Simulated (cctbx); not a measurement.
## What is wrong with this refinement?

Cell a = 3.2180 Å, b = 4.3090 Å, c = 20.6610 Å, α = 90.00°, β = 90.00°, γ = 90.00°; space group Fmmm (no. 69).

The data are simulated with cctbx, not measured: synchrotron X-rays, λ = 0.7749 Å, to d = 0.7 Å, 50 % of the full sphere, strongest reflection 5000 counts, noise from counting, a 1.5 % proportional error and a noise floor of 15 counts (s.d.); no absorption, and some extinction, which the refinements don't model.

An isotropic refinement with weights 1/σ² prints:

```text
Rint 0.031, 144 unique reflections to 0.70 A
cycle     R1     wR2    GooF  max shift (A)
   1  0.1227  0.1967   6.364   0.03025
   5  0.0227  0.0365   1.181   0.00021
final R1 0.0227 wR2 0.0365 GooF 1.181  parameters 8  data/parameter 18.0
atom        x        y        z      Ueq    occ   su(xyz)  su(Uiso or U11)
Pt1    0.50000  0.00000  0.09116   0.0021  1.000  0.00006  0.0002
Pt2    0.00000  0.00000  0.19658   0.0016  1.000  0.00007  0.0002
Ti1    0.00000  0.00000  0.00000   0.0069  1.000  0.00000  0.0014
Ti2    0.50000  0.76040  0.68682   0.7145  1.000  0.03548  0.0847
difference map: max 5.30 min -4.29 rms 1.12
Q1    0.0000  0.0000  0.0510    8    5.32  1.05 A from Ti1
Q2    0.0000  0.0000  0.5000    4    4.83  1.61 A from Ti1
Q3    0.2500  0.2500  0.0000    8    3.58  1.34 A from Ti1
Q4    0.0000  0.1311  0.1481   16    3.57  0.93 A from Ti2
Q5    0.1825  0.0000  0.0801   16    3.56  1.05 A from Pt1
Q6    0.0000  0.1418  0.3365   16    3.10  0.70 A from Ti2
```

Q: Accept it or mend it, and why?

Mend it. The fault: spurious atom: Ti2. Against the right model at the same level, R1 goes from 0.0231 to 0.0227 and GooF from 1.22 to 1.18 and Ti2 takes U = 0.71 Å². A site with no density behind it hides by a very large U or drifts.

The compound is TiPt4. The right model at the same level gives:

```text
Rint 0.031, 144 unique reflections to 0.70 A
cycle     R1     wR2    GooF  max shift (A)
   1  0.2308  0.4169  13.340   0.06236
   2  0.0231  0.0381   1.219   0.00001
final R1 0.0231 wR2 0.0381 GooF 1.219  parameters 5  data/parameter 28.8
atom        x        y        z      Ueq    occ   su(xyz)  su(Uiso or U11)
Pt1    0.50000  0.00000  0.09114   0.0021  1.000  0.00007  0.0002
Pt2    0.00000  0.00000  0.19658   0.0016  1.000  0.00007  0.0002
Ti1    0.00000  0.00000  0.00000   0.0067  1.000  0.00000  0.0014
difference map: max 5.41 min -4.35 rms 1.13
Q1    0.0000  0.0000  0.0512    8    5.44  1.06 A from Ti1
Q2    0.0000  0.0000  0.5000    4    4.65  1.61 A from Ti1
Q3    0.1831  0.0000  0.0799   16    3.72  1.05 A from Pt1
Q4    0.0000  0.1320  0.1485   16    3.49  1.14 A from Pt2
Q5    0.2500  0.2500  0.0000    8    3.42  1.34 A from Ti1
Q6    0.0000  0.1449  0.3357   16    3.16  1.64 A from Pt1
```

Isotropic U is held between 0.0001 and 1 Å² by the program, and listed peak heights are interpolated, so they can pass the grid's maximum.

The model was made for the exercise: a known structure type with other elements put in, its volume estimated, not relaxed; displacement parameters are assumed.

[Middle refinement cycles are left out of these outputs.]

[Logs are printed without paths, hosts, clocks, repeated set-up lines and the standing remarks that a program may print on its own settings, such as how far it seeks lower states.]
